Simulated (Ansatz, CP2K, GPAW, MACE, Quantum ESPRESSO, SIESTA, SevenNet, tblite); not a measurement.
# Amorphous polyisobutylene (as short chains C10H22) at 400 K (64 atoms) in CP2K

How do the settings of CP2K change the result for amorphous polyisobutylene (as short chains C10H22) at 400 K (64 atoms)? A plane-wave run serves as the yardstick.

Main program and level: CP2K 2026.2; the method is named at each step.

## 1. Set-up

The cell holds 64 atoms: 20 C and 44 H. Cell: a = 8.318 Å, b = 8.318 Å, c = 8.318 Å, α = 90.0°, β = 90.0°, γ = 90.0°. 2 polyisobutylene chains of 2 units with methyl end groups placed at random, at 0.821 g/cm³; overlaps pushed apart, then 20 ps at 800 K with MMFF94 bonds, angles, torsions, charges and radii (Halgren, J. Comput. Chem. 17, 490 (1996)) in harmonic and 12-6 forms. Snapshot after 30 ps at 400 K and fixed volume. Then every atom was moved at random, 0.03 Å r.m.s. a Cartesian component (hydrogen 0.6 of that).

The yardstick, on the same geometry:

```
method                                           : Kohn-Sham DFT, PBE, PAW, plane waves (Ansatz 0.2.0); cutoff 420 eV, Γ point, fermi-dirac smearing of 0.05 eV; PAW set soft_2
r.m.s. force component                           : 1.453 eV/Å
longest force                                    : 6.788 eV/Å
pressure                                         : 4.415 GPa
gap (highest filled to lowest empty level) : 5.391 eV
SCF cycles                                       : 8
time                                             : 4.1 s on 4 threads of Arm Neoverse V1, shared host
CPU time                                         : 13 s
```

## 2. PBE, DZVP-MOLOPT-SR, 450/50 Ry, OT CG

Method: Kohn-Sham DFT, PBE, GTH-PBE pseudopotentials, Gaussian and plane waves, DZVP-MOLOPT-SR-GTH, orbital transformation.

Input file input.inp:

```
&GLOBAL
  PROJECT cell
  RUN_TYPE ENERGY_FORCE
  PRINT_LEVEL LOW
&END GLOBAL
&FORCE_EVAL
  METHOD QS
  STRESS_TENSOR ANALYTICAL
  &DFT
    BASIS_SET_FILE_NAME BASIS_MOLOPT
    POTENTIAL_FILE_NAME GTH_POTENTIALS
    &MGRID
      CUTOFF 450
      REL_CUTOFF 50
    &END MGRID
    &QS
      EPS_DEFAULT 1.0E-12
    &END QS
    &SCF
      SCF_GUESS ATOMIC
      EPS_SCF 1.0E-06
      MAX_SCF 30
      &OT
        MINIMIZER CG
        PRECONDITIONER FULL_ALL
        ENERGY_GAP 0.001
      &END OT
      &OUTER_SCF
        EPS_SCF 1.0E-06
        MAX_SCF 8
      &END OUTER_SCF
      &PRINT
        &RESTART OFF
        &END RESTART
      &END PRINT
    &END SCF
    &XC
      &XC_FUNCTIONAL PBE
      &END XC_FUNCTIONAL
    &END XC
    &PRINT
      &MULLIKEN ON
      &END MULLIKEN
      &HIRSHFELD ON
        SHAPE_FUNCTION DENSITY
      &END HIRSHFELD
      &MO_CUBES
        NHOMO 1
        NLUMO 4
        WRITE_CUBE F
      &END MO_CUBES
    &END PRINT
  &END DFT
  &SUBSYS
    &CELL
      A 8.31826 0.00000 0.00000
      B 0.00000 8.31826 0.00000
      C 0.00000 0.00000 8.31826
    &END CELL
    &COORD
      C 4.93772 1.38532 0.92383
      C 5.12746 1.84000 2.32778
      C 4.15955 1.53655 3.35284
      C 4.63893 1.85006 4.81428
      C 4.06339 0.06638 3.52070
      C 2.69686 2.02092 3.00722
      C 2.35315 3.52669 3.06187
      C 2.00678 3.98012 4.51083
      C 0.99536 3.66486 2.30932
      C 3.44443 4.50800 2.47061
      H 3.92980 1.57215 0.43538
      H 5.58405 1.86387 0.16953
      H 5.27228 0.40976 0.68884
      H 6.15984 1.38299 2.58440
      H 5.45728 2.86947 2.37012
      H 3.89968 1.53738 5.48889
      H 5.57681 1.53231 5.07214
      H 4.70714 2.94050 4.90104
      H 5.12521 7.99343 3.66087
      H 3.57278 7.84129 4.35128
      H 3.60122 7.88105 2.59189
      H 1.97234 1.37310 3.56155
      H 2.38892 1.79516 1.99688
      H 1.73361 5.04868 4.46499
      H 2.83994 3.86691 5.07447
      H 1.14127 3.44775 4.93131
      H 0.90544 4.71155 1.99114
      H 0.99420 3.20519 1.34531
      H 0.16720 3.39352 2.87920
      H 4.11429 4.77352 3.16518
      H 3.87415 4.02928 1.52923
      H 2.95581 5.41061 2.13355
      C 1.51767 7.45166 0.18525
      C 1.16797 7.53152 7.12184
      C 8.13260 8.13168 6.87463
      C 8.10016 0.11171 5.41810
      C 8.05341 1.16115 7.57536
      C 6.96338 7.20237 7.39352
      C 6.66392 5.85938 7.07892
      C 7.68017 4.65889 7.26725
      C 5.46676 5.34124 8.07437
      C 6.08439 5.78102 5.67147
      H 1.88816 0.04700 0.53986
      H 0.71986 7.17516 0.79905
      H 2.30607 6.57883 0.38106
      H 1.93549 8.15356 6.72698
      H 1.28925 6.56427 6.57941
      H 7.93562 1.16822 5.24325
      H 0.74099 0.09300 4.80870
      H 7.28996 8.01539 4.90661
      H 7.87265 1.01117 0.34978
      H 7.23140 1.71797 7.08450
      H 0.55657 1.75449 7.50033
      H 7.06137 7.21276 0.18300
      H 6.02941 7.77882 7.34519
      H 7.92298 4.60765 0.02429
[... 4 atom lines left out ...]
      H 5.33774 4.25704 8.03369
      H 6.86747 5.95396 4.89189
      H 5.35521 6.53674 5.50012
      H 5.58396 4.75347 5.33666
    &END COORD
    &KIND C
      BASIS_SET DZVP-MOLOPT-SR-GTH-q4
      POTENTIAL GTH-PBE-q4
    &END KIND
    &KIND H
      BASIS_SET DZVP-MOLOPT-SR-GTH-q1
      POTENTIAL GTH-PBE-q1
    &END KIND
  &END SUBSYS
  &PRINT
    &FORCES ON
    &END FORCES
    &STRESS_TENSOR ON
    &END STRESS_TENSOR
  &END PRINT
&END FORCE_EVAL
```

Run with:

```
OMP_NUM_THREADS=2 cp2k.psmp -i input.inp > output.txt
```

Numbers of over 12 decimals in the logs are rounded to 6 here.

Output:

```text
CP2K| version string:                                       CP2K version 2026.2
 CP2K| Input file name                                                 input.inp
 GLOBAL| Basis set file name                                        BASIS_MOLOPT
 GLOBAL| Potential file name                                      GTH_POTENTIALS
 GLOBAL| Run type                                                   ENERGY_FORCE
 GLOBAL| Total number of message passing processes                             1
 GLOBAL| Number of threads for this process                                    2
 TOTAL NUMBERS AND MAXIMUM NUMBERS
  Total number of            - Atomic kinds:                                   2
                             - Atoms:                                         64
                             - Shell sets:                                    64
                             - Shells:                                       232
                             - Primitive Cartesian functions:                320
                             - Cartesian basis functions:                    500
                             - Spherical basis functions:                    480
  Maximum angular momentum of- Orbital basis functions:                        2
                             - Local part of the GTH pseudopotential:          2
                             - Non-local part of the GTH pseudopotential:      0
 SCF PARAMETERS         Density guess:                                    ATOMIC
                        max_scf:                                              30
                        eps_scf:                                        1.00E-06
                        Outer loop SCF in use
                        eps_scf                                         1.00E-06
                        max_scf                                                8
 Extrapolation method: initial_guess
 Number of electrons:                                                        124
[... lines left out ...]
  Step     Update method      Time    Convergence         Total energy    Change
[... lines left out ...]
  Total energy:                                              -139.793395
[... lines left out ...]
  Precond_solver : DEFAULT
  Line search    : 2PNT                : 2 energies, one gradient
  stepsize       :    0.15000000                  energy_gap     :    0.00100000
  eps_taylor     :   0.10000E-15                  max_taylor     :             4
  ----------------------------------- OT ---------------------------------------
  Step     Update method      Time    Convergence         Total energy    Change
[...]
- OT LS       0.97E-01    1.4                     -139.7934111267
     3 OT CG       0.97E-01    4.4     0.00000245      -139.7934124604 -8.37E-07
     - OT LS       0.12E+00    1.4                     -139.7934124709
     4 OT CG       0.12E+00    4.4     0.00000066      -139.7934124714 -1.10E-08
  *** SCF run converged in     4 steps ***
  Electronic density on regular grids:       -124.0000000000        0.0000000000
  Core density on regular grids:              123.9999999999       -0.0000000001
  Total charge density on r-space grids:       -0.0000000001
  Total charge density g-space grids:          -0.0000000001
  Overlap energy of the core charge distribution:               2.4995e-05
  Self energy of the core charge distribution:               -328.761013
  Core Hamiltonian energy:                                    107.120239
  Hartree energy:                                             133.127437
  Exchange-correlation energy:                                -51.280101
  Total energy:                                              -139.793412
  outer SCF iter =    2 RMS gradient =   0.66E-06 energy =       -139.7934124714
  outer SCF loop converged in   2 iterations or   66 steps
 !-----------------------------------------------------------------------------!
                     Mulliken Population Analysis
 #  Atom  Element  Kind  Atomic population                           Net charge
       1     C        1          4.246717                             -0.246717
       2     C        1          4.158473                             -0.158473
       3     C        1          3.945952                              0.054048
[...]
63     H        2          0.936672                              0.063328
      64     H        2          0.906792                              0.093208
 # Total charge                            124.000000                  0.000000
 !-----------------------------------------------------------------------------!
 !-----------------------------------------------------------------------------!
                           Hirshfeld Charges
  #Atom  Element  Kind  Ref Charge     Population                    Net charge
      1       C      1       4.000          4.124                        -0.124
      2       C      1       4.000          4.069                        -0.069
      3       C      1       4.000          3.976                         0.024
[...]
63       H      2       1.000          0.967                         0.033
     64       H      2       1.000          0.962                         0.038
  Total Charge                                                           -0.000
 !-----------------------------------------------------------------------------!
  Eigenvalues of the occupied subspace spin            1
      -0.62662210     -0.61950260     -0.58867112     -0.58175036
      -0.53194902     -0.52552781     -0.48056730     -0.47875537
      -0.47604062     -0.47027951     -0.46408520     -0.46048959
[...]
-0.11441526     -0.11224928     -0.10461815     -0.10163783
      -0.08817482     -0.08517451
 Fermi Energy [eV] :   -2.317716
  Using OT eigensolver for additional unoccupied orbitals spin            1
  Lowest Eigenvalues of the unoccupied subspace spin            1
 OT| Eigensolver reached convergence in 215 iterations
       0.17762129      0.19773313      0.20184638      0.21460121
 HOMO - LUMO gap [eV] :    7.151037
 ENERGY| Total FORCE_EVAL ( QS ) energy [hartree]           -139.793412
 FORCES| Atomic forces [hartree/bohr]
 FORCES|   Atom     x               y               z               |f|
 FORCES|      1 -2.89736163E-02  2.42740596E-02 -5.26899281E-02   6.48454234E-02
 FORCES|      2  8.96267498E-02  5.61807080E-03 -1.11127300E-02   9.04876222E-02
 FORCES|      3 -4.96253774E-02 -2.07353947E-02  5.37509127E-02   7.60381174E-02
[...]
FORCES|     63 -1.85385782E-02  1.62694349E-02 -1.38424820E-03   2.47040389E-02
 FORCES|     64  1.97748869E-02  3.60731341E-02  2.02690442E-02   4.58601277E-02
 FORCES| Sum    -3.40748054E-05 -5.61569904E-05  5.09879071E-05
 FORCES| Total atomic force                                       8.31532718E-05
 STRESS| Analytical stress tensor [bar]
 STRESS|                        x                   y                   z
 STRESS|      x        4.94831297433E+04  -7.40217106795E+02   1.13748125494E+04
 STRESS|      y       -7.40217106795E+02   4.33334470183E+04   1.36076895384E+04
 STRESS|      z        1.13748125494E+04   1.36076895384E+04   4.51642556660E+04
 STRESS| 1/3 Trace                                             4.59936108092E+04
```

It took 3.6 min on 2 threads of Arm Neoverse V1, shared host; peak memory 0.67 GiB.

Banners, paths, timers and routine set-up lines are dropped from the logs unmarked, and long logs keep their key lines alone; longer cuts are marked.

Against the reference:

```
r.m.s. force component                           : 1.498 eV/Å
r.m.s. difference of force components            : 59.07 meV/Å
longest difference of force vectors              : 283.3 meV/Å
force difference over r.m.s. force               : 4.066 %
slope of forces against the reference's          : 1.031
correlation of force components                  : 0.9997
gap (highest filled to lowest empty level) : 7.151 eV
gap difference                                   : 1.76 eV
pressure                                         : 4.599 GPa
pressure difference                              : 0.184 GPa
```

Length of the force difference by element (eV/Å):

```csv
element,atoms,mean,most
C,20,0.14,0.28
H,44,0.056,0.14
```

The surroundings of H12, picked at random, nearest first, numbered as they follow in the input and with coordinates relative to it.

```csv
atom,x,y,z,distance (Å),bonds,Hirshfeld charge (e),Fx,Fy,Fz (eV/Å)
H12,0.00,0.00,0.00,0.00,1,0.04,0.21,0.86,0.54
C1,-0.65,-0.48,0.75,1.10,4,-0.12,-1.49,1.25,-2.71
H13,-0.31,-1.45,0.52,1.58,1,0.04,-0.33,-1.82,0.41
H11,-1.65,-0.29,0.27,1.70,1,0.04,0.69,-0.45,0.87
H52,1.65,-0.15,-1.40,2.17,1,0.04,-0.02,-0.12,0.71
C2,-0.46,-0.02,2.16,2.21,4,-0.07,4.61,0.29,-0.57
H15,-0.13,1.01,2.20,2.42,1,0.04,-0.40,0.79,-0.16
H61,-0.25,2.39,-0.45,2.45,1,0.04,-0.31,-0.02,-0.72
H51,2.29,-0.85,0.18,2.45,1,0.04,-0.17,0.38,-0.59
H14,0.58,-0.48,2.41,2.53,1,0.04,-1.34,0.19,0.20
```

Forces lie 4.1 % from the reference's, at 34 times its CPU time (on 2 against 4 cores); the SCF took 66 steps, which the time reflects.

The difference per atom is largest on C (0.14 eV/Å on average, against 0.056 on H).

## 3. GFN1-xTB, OT DIIS

Method: GFN1-xTB tight binding (the program's own implementation), orbital transformation.

Input file input.inp:

```
&GLOBAL
  PROJECT cell
  RUN_TYPE ENERGY_FORCE
  PRINT_LEVEL LOW
&END GLOBAL
&FORCE_EVAL
  METHOD QS
  STRESS_TENSOR ANALYTICAL
  &DFT
    &QS
      METHOD XTB
      &XTB
        GFN_TYPE 1
        DO_EWALD T
        CHECK_ATOMIC_CHARGES F
      &END XTB
    &END QS
    &SCF
      SCF_GUESS ATOMIC
      EPS_SCF 1.0E-06
      MAX_SCF 30
      &OT
        MINIMIZER DIIS
        PRECONDITIONER FULL_SINGLE_INVERSE
      &END OT
      &OUTER_SCF
        EPS_SCF 1.0E-06
        MAX_SCF 8
      &END OUTER_SCF
      &PRINT
        &RESTART OFF
        &END RESTART
      &END PRINT
    &END SCF
    &PRINT
      &MULLIKEN ON
      &END MULLIKEN
      &MO_CUBES
        NHOMO 1
        NLUMO 4
        WRITE_CUBE F
      &END MO_CUBES
    &END PRINT
  &END DFT
  &SUBSYS
    &CELL
      A 8.31826 0.00000 0.00000
      B 0.00000 8.31826 0.00000
      C 0.00000 0.00000 8.31826
    &END CELL
    &TOPOLOGY
      COORD_FILE_NAME structure.xyz
      COORD_FILE_FORMAT XYZ
    &END TOPOLOGY
  &END SUBSYS
  &PRINT
    &FORCES ON
    &END FORCES
    &STRESS_TENSOR ON
    &END STRESS_TENSOR
  &END PRINT
&END FORCE_EVAL
```

Input file structure.xyz:

```xyz
64

C 4.93772 1.38532 0.92383
C 5.12746 1.84000 2.32778
C 4.15955 1.53655 3.35284
C 4.63893 1.85006 4.81428
C 4.06339 0.06638 3.52070
C 2.69686 2.02092 3.00722
C 2.35315 3.52669 3.06187
C 2.00678 3.98012 4.51083
C 0.99536 3.66486 2.30932
C 3.44443 4.50800 2.47061
H 3.92980 1.57215 0.43538
H 5.58405 1.86387 0.16953
H 5.27228 0.40976 0.68884
H 6.15984 1.38299 2.58440
H 5.45728 2.86947 2.37012
H 3.89968 1.53738 5.48889
H 5.57681 1.53231 5.07214
H 4.70714 2.94050 4.90104
H 5.12521 7.99343 3.66087
H 3.57278 7.84129 4.35128
[... 40 atom lines left out ...]
H 5.33774 4.25704 8.03369
H 6.86747 5.95396 4.89189
H 5.35521 6.53674 5.50012
H 5.58396 4.75347 5.33666
```

Run with:

```
OMP_NUM_THREADS=1 cp2k.psmp -i input.inp > output.txt
```

Output:

```text
CP2K| version string:                                       CP2K version 2026.2
 CP2K| Input file name                                                 input.inp
 GLOBAL| Basis set file name                                           BASIS_SET
 GLOBAL| Potential file name                                           POTENTIAL
 GLOBAL| Run type                                                   ENERGY_FORCE
 GLOBAL| Total number of message passing processes                             1
 GLOBAL| Number of threads for this process                                    1
                  #####   #####        #          ####### ######
                 #     # #     #      #              #    #     #
                 #     # #           #    ##   ##    #    #     #
[... lines left out ...]
 Number of electrons:                                                        124
[... lines left out ...]
  Step     Update method      Time    Convergence         Total energy    Change
[... lines left out ...]
  *** SCF run converged in     8 steps ***
[... lines left out ...]
  Total energy:                                               -65.967309
[... lines left out ...]
  outer SCF loop converged in   1 iterations or    8 steps
[... lines left out ...]
       3     C          1                 3.958251                      0.041749
[...]
63     H          2                 0.971101                      0.028899
      64     H          2                 0.984875                      0.015125
 # Total charge                         124.000000                     -0.000000
  Eigenvalues of the occupied subspace spin            1
      -0.65884908     -0.65493747     -0.64896130     -0.64525455
      -0.63738675     -0.63482431     -0.62528815     -0.62302154
      -0.62229210     -0.61755278     -0.61501113     -0.61397950
[...]
-0.45643398     -0.45410768     -0.44895480     -0.44684755
      -0.44419809     -0.44083913     -0.43603052     -0.43419308
      -0.42483466     -0.42416533
 Fermi Energy [eV] :  -11.542126
 ENERGY| Total FORCE_EVAL ( QS ) energy [hartree]            -65.967309
 FORCES| Atomic forces [hartree/bohr]
 FORCES|   Atom     x               y               z               |f|
 FORCES|      1 -2.53821314E-02  2.02417951E-02 -5.93290017E-02   6.76307127E-02
 FORCES|      2  9.10608614E-02  6.93071773E-03 -1.17213000E-02   9.20733631E-02
 FORCES|      3 -5.24118037E-02 -1.29896843E-02  5.41965105E-02   7.65048418E-02
[...]
FORCES|     63 -1.48076855E-02  1.15915550E-02  1.47124218E-03   1.88625621E-02
 FORCES|     64  2.01210818E-02  3.69553157E-02  2.15028957E-02   4.72538656E-02
 FORCES| Sum     3.53536644E-15 -5.43315393E-15  5.15212872E-15
 FORCES| Total atomic force                                       8.28024202E-15
 STRESS| Analytical stress tensor [bar]
 STRESS|                        x                   y                   z
 STRESS|      x        2.63528122027E+04  -1.56715001339E+01   1.18350266568E+04
 STRESS|      y       -1.56715001339E+01   2.51093800266E+04   1.32385754982E+04
 STRESS|      z        1.18350266568E+04   1.32385754982E+04   2.23697728574E+04
 STRESS| 1/3 Trace                                             2.46106550289E+04
```

Elapsed: 2 s, on 1 thread; peak memory 0.3 GiB.

Numbers from this run, and their distance from the reference:

```yaml
r_m_s_force_component: 1.461 eV/Å
r_m_s_difference_of_force_components: 187.2 meV/Å
longest_difference_of_force_vectors: 737.1 meV/Å
force_difference_over_r_m_s_force: 12.88 %
slope_of_forces_against_the_reference_s: 0.9973
correlation_of_force_components: 0.9918
pressure: 2.461 GPa
pressure_difference: -1.954 GPa
```

Against the first run (4.1 %), the force difference from the reference is 13 %, at 0.0046 times the CPU time (on 1 against 2 cores) (8 SCF steps against 66); the model has changed, so this is no error of the program alone.

[end of part 1 of 4]

[Also dropped from logs without a mark: logging warnings of Python, and SIESTA's first energy breakdown and zero terms.]

[Logs are printed without paths, hosts, clocks, repeated set-up lines and the standing remarks that a program may print on its own settings, such as how far it seeks lower states.]

[Hosts, paths, dates, database ids (printed as entryN), source tags and the programs' standing remarks are cut or masked in the printed files.]

[The MMFF94 radii named for the starting cell were scaled by 0.96; in molecules described by MMFF94, hydrogen bound to N, O or S took a small fixed 12-6 site in their place.]
